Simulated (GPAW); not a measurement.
# 1T-VClI monolayer in an electric field, part 2 of 2

How does 1T-VClI monolayer screen a perpendicular field?

GPAW 26.7.0; GPAW, PAW setups; layer in a repeated cell with vacuum, relaxation of atoms and in-plane cell (the session's first sound run).

So far, dipole along the normal (e·Å): step 2 (relaxation) -0.0529; step 3 (plane waves, PBE) -0.0415; step 4 (field on) -0.108; step 5 (In a field) -0.0747.

## Step 8: Field on

Level of this step: GPAW, PAW setups; slab in vacuum (GPAW).

run.py reads:

```python
import json
import numpy as np
from ase import Atoms
from gpaw import GPAW, PW
from gpaw.external import ConstantElectricField

slab = Atoms(
    ['I', 'V', 'Cl'],
    positions=[
        [1.94992, 1.12578, 9.00000],
        [0.00000, 0.00000, 10.68191],
        [-0.00000, 2.25158, 11.90836]],
    cell=[[3.89984, -0.0, 0.0], [-1.94992, 3.37736, 0.0], [0.0, 0.0, 20.9084]],
    pbc=[True, True, False],
    magmoms=[0.0, 1.0, 0.0])

slab.calc = GPAW(mode=PW(400), xc='PBE', kpts={'size': (9, 9, 1), 'gamma': True},
                 occupations={'name': 'fermi-dirac', 'width': 0.05}, nbands='160%',
                 convergence={'density': 1e-05}, maxiter=200,
                 poissonsolver={'dipolelayer': 'xy'},
                 external=ConstantElectricField(0.1, [0, 0, 1]),
                 symmetry={'tolerance': 1e-3}, txt='slab.txt')
result = {}
energy = slab.get_potential_energy()
fermi = slab.calc.get_fermi_level()
v = slab.calc.get_electrostatic_potential().mean((0, 1)) - fermi
n = slab.calc.get_pseudo_density().mean((0, 1))
L = slab.cell[2, 2]
z = np.arange(len(v)) * L / len(v)
low, high = slab.positions[:, 2].min(), slab.positions[:, 2].max()
below, above = np.interp([low - 6.8, high + 6.8], z, v)
slopes = [np.interp(x, z, np.gradient(v, z)) for x in (low - 6.8, high + 6.8)]
eps = np.array([[slab.calc.get_eigenvalues(k, s) for k in range(len(slab.calc.get_ibz_k_points()))]
                for s in range(slab.calc.get_number_of_spins())]) - fermi
top, bottom = eps[eps < 0].max(), eps[eps > 0].min()
dipole = slab.get_dipole_moment()[2]
print(f'energy {energy:.4f} eV, Fermi level {fermi:.4f} eV, dipole {dipole:.5f} e A')
print(f'potential 6.8 A off the faces, from the Fermi level: lower {below:.4f} eV, upper {above:.4f} eV')
print(f'slope of the potential there: lower {slopes[0]:.5f}, upper {slopes[1]:.5f} eV/A')
print(f'nearest levels on the mesh: {top:.4f} and {bottom:.4f} eV')
print('magnetic moment', round(slab.get_magnetic_moment(), 3))
result.update(energy=energy, fermi=fermi, dipole=dipole, below=below, above=above, slopes=slopes, edges=[top, bottom],
              z=z.tolist(), v=v.tolist(), n=n.tolist(), positions=slab.positions.tolist(),
              forces=slab.get_forces(apply_constraint=False).tolist(), moments=slab.get_magnetic_moments().tolist())
json.dump(result, open('result.json', 'w'))
```

Started as:

```
> OMP_NUM_THREADS=1 OPENBLAS_NUM_THREADS=1 python run.py
```

Output:

```text
energy -14.0689 eV, Fermi level -1.1959 eV, dipole -0.00831 e A
potential 6.8 A off the faces, from the Fermi level: lower 3.9391 eV, upper 4.0533 eV
slope of the potential there: lower -0.00004, upper 0.00002 eV/A
nearest levels on the mesh: -0.5940 and 0.5636 eV
magnetic moment 3.0
```

It took 2.7 min on 1 thread of AMD EPYC 7B13 (Zen 3), shared host; peak memory 0.4 GiB.

The electrostatic potential energy of an electron (without an applied field's), less the Fermi level, planar mean by z:

z (Å), electrostatic potential energy of an electron (without an applied field's), less the Fermi level, planar mean (eV) and a bar from the least value:
```
        0        4.0 ##############################
        1        3.9 ##############################
        2        3.9 ##############################
        3        3.9 ##############################
        4        3.9 ##############################
        5        3.9 ##############################
        6        3.9 ##############################
        7        3.8 ##############################
        8        0.8 ##########################
        9      -18.0 
       10       -4.2 ###################
       11       -7.7 ##############
       12      -12.1 ########
       13        3.1 #############################
       14        4.0 ##############################
       15        4.1 ##############################
       16        4.1 ##############################
       17        4.1 ##############################
       18        4.1 ##############################
       19        4.1 ##############################
       20        4.1 ##############################
```

The dipole is now -0.00831 e Å, against -0.041 in the run without a field.

## Step 9: In a field

Changes to run.py since step 8:

```diff
@@ -20,3 +20,3 @@
                  poissonsolver={'dipolelayer': 'xy'},
-                 external=ConstantElectricField(0.1, [0, 0, 1]),
+                 external=ConstantElectricField(0.2, [0, 0, 1]),
                  symmetry={'tolerance': 1e-3}, txt='slab.txt')
```

Output:

```text
energy -14.0698 eV, Fermi level -1.2167 eV, dipole 0.02498 e A
potential 6.8 A off the faces, from the Fermi level: lower 4.1949 eV, upper 3.8518 eV
slope of the potential there: lower -0.00004, upper 0.00002 eV/A
nearest levels on the mesh: -0.5930 and 0.5612 eV
magnetic moment 3.0
```

The job ended after 2.9 min (1 thread; peak memory 0.4 GiB).

The electrostatic potential energy of an electron (without an applied field's), less the Fermi level, planar mean by z:

| z (Å) | electrostatic potential energy of an electron (without an applied field's), less the Fermi level, planar mean (eV) |
| --- | --- |
| 0 | 4.02 |
| 1 | 4.19 |
| 2 | 4.19 |
| 3 | 4.19 |
| 4 | 4.19 |
| 5 | 4.19 |
| 6 | 4.18 |
| 7 | 4.02 |
| 8 | 1.06 |
| 9 | -17.9 |
| 10 | -4.13 |
| 11 | -7.73 |
| 12 | -12.3 |
| 13 | 2.95 |
| 14 | 3.82 |
| 15 | 3.85 |
| 16 | 3.85 |
| 17 | 3.85 |
| 18 | 3.85 |
| 19 | 3.85 |
| 20 | 3.85 |

The dipole is now 0.0250 e Å, against -0.041 in the run without a field.

## Step 10: In a field

Changes to run.py since step 9:

```diff
@@ -20,3 +20,3 @@
                  poissonsolver={'dipolelayer': 'xy'},
-                 external=ConstantElectricField(0.2, [0, 0, 1]),
+                 external=ConstantElectricField(0.3, [0, 0, 1]),
                  symmetry={'tolerance': 1e-3}, txt='slab.txt')
```

Output:

```text
energy -14.0739 eV, Fermi level -1.2386 eV, dipole 0.05833 e A
potential 6.8 A off the faces, from the Fermi level: lower 4.4523 eV, upper 3.6511 eV
slope of the potential there: lower -0.00005, upper 0.00002 eV/A
nearest levels on the mesh: -0.5920 and 0.5588 eV
magnetic moment 3.0
```

The job ended after 3 min (1 thread; peak memory 0.4 GiB).

Table of electrostatic potential energy of an electron (without an applied field's), less the Fermi level, planar mean by z:

| z (Å) | electrostatic potential energy of an electron (without an applied field's), less the Fermi level, planar mean (eV) |
| --- | --- |
| 0.0 | 4.05 |
| 0.5 | 4.45 |
| 1.0 | 4.45 |
| 1.5 | 4.45 |
| 2.0 | 4.45 |
| 2.5 | 4.45 |
| 3.0 | 4.45 |
| 3.5 | 4.45 |
| 4.0 | 4.45 |
| 4.5 | 4.45 |
| 5.0 | 4.45 |
| 5.5 | 4.45 |
| 6.0 | 4.44 |
| 6.5 | 4.41 |
| 7.0 | 4.27 |
| 7.5 | 3.69 |
| 8.0 | 1.27 |
| 8.5 | -7.39 |
| 9.0 | -17.8 |
| 9.5 | -8.88 |
| 10.0 | -4.10 |
| 10.5 | -8.64 |
| 11.0 | -7.77 |
| 11.5 | -7.84 |
| 12.0 | -12.4 |
| 12.5 | -1.12 |
| 13.0 | 2.76 |
| 13.5 | 3.49 |
| 14.0 | 3.62 |
| 14.5 | 3.65 |
| 15.0 | 3.65 |
| 15.5 | 3.65 |
| 16.0 | 3.65 |
| 16.5 | 3.65 |
| 17.0 | 3.65 |
| 17.5 | 3.65 |
| 18.0 | 3.65 |
| 18.5 | 3.65 |
| 19.0 | 3.65 |
| 19.5 | 3.65 |
| 20.0 | 3.65 |
| 20.5 | 3.66 |

The dipole is now 0.0583 e Å, against -0.041 in the run without a field.

## Step 11: The series

The members are put on one axis.

This step: induced dipole against applied field (GPAW 26.7.0).

Table of dipole along the normal by field:

| field (V/Å) | dipole along the normal (e·Å) |
| --- | --- |
| -0.200 | -0.108 |
| -0.100 | -0.0747 |
| -0.050 | -0.0581 |
| 0.000 | -0.0415 |
| 0.050 | -0.0249 |
| 0.100 | -0.00831 |
| 0.200 | 0.0250 |
| 0.300 | 0.0583 |

## Step 12: A changed run

One more run, with changed settings.

This step: GPAW, PAW setups; slab in vacuum (GPAW 26.7.0).

Changes to run.py since step 10:

```diff
@@ -4,3 +4,2 @@
 from gpaw import GPAW, PW
-from gpaw.external import ConstantElectricField
 
@@ -16,7 +15,6 @@
 
-slab.calc = GPAW(mode=PW(400), xc='PBE', kpts={'size': (9, 9, 1), 'gamma': True},
+slab.calc = GPAW(mode=PW(400), xc='pbe96', kpts={'size': (9, 9, 1), 'gamma': True},
                  occupations={'name': 'fermi-dirac', 'width': 0.05}, nbands='160%',
-                 convergence={'density': 1e-05}, maxiter=200,
+                 convergence={'density': 1e-05}, maxiter=100,
                  poissonsolver={'dipolelayer': 'xy'},
-                 external=ConstantElectricField(0.3, [0, 0, 1]),
                  symmetry={'tolerance': 1e-3}, txt='slab.txt')
```

Output:

```text
NameError: Unknown functional: pbe96.
```

Elapsed: 0.8 s, on 1 thread; peak memory 0.1 GiB.

The input was rejected at the start.

The program's message: “NameError: Unknown functional: pbe96.”

The change that led to it: xc = "pbe96".

## Step 13: Summary of results

| Item | Value |
| --- | --- |
| work function, upper and lower face (Fermi level placed in the gap by the smearing) | 4.256 and 3.685 eV |
| ionisation energy from the upper face (highest filled level on the mesh) | 4.85 eV |
| electron affinity from the upper face (lowest empty Kohn-Sham level on the mesh) | 3.69 eV |
| dipole along the normal | -0.0415 e Å |
| induced dipole per field | 0.332 e Å per V/Å |
| out-of-plane polarisability per area, α/(ε0 A) | 4.57 Å |

What this shows: The field induces 0.332 e Å per V/Å, a polarisable thickness α/(ε0 A) of 4.57 Å beside 2.91 Å between the outermost nuclei. A perfect conductor would give the distance between its two image planes; a dielectric of thickness t gives t(1 - 1/ε). The two faces differ by 0.57 eV, the step that the slab's dipole makes (e p/(ε0 A) gives 0.57 eV), so the dipole layer is needed. The levels nearest the Fermi level on the mesh lie 1.16 eV apart, so the slab is gapped there: the smearing puts the Fermi level inside the gap, and from either face the ionisation energy is the work function plus 0.59 eV. Both are Kohn-Sham levels on the mesh, and semilocal gaps are too small, so the affinity tends to come out too large and the ionisation energy too small. The induced dipole is linear in the field over this range. The starting lattice was a guess from atomic radii; the relaxation moved it by 3 %. With elements this heavy, spin-orbit coupling can move band edges by tenths of an eV. The relaxation of atoms and cell ran in a fully periodic cell without the dipole layer, so the atoms of this polar layer felt a small spurious field. One magnetic start was tried; another order may lie lower. The layer's cell and atoms come from the relaxation; spin-orbit coupling and temperature are left out.

[Logs are printed without paths, hosts, clocks, repeated set-up lines and the standing remarks that a program may print on its own settings, such as how far it seeks lower states.]

[Hosts, paths, dates, database ids (printed as entryN), source tags and the programs' standing remarks are cut or masked in the printed files.]
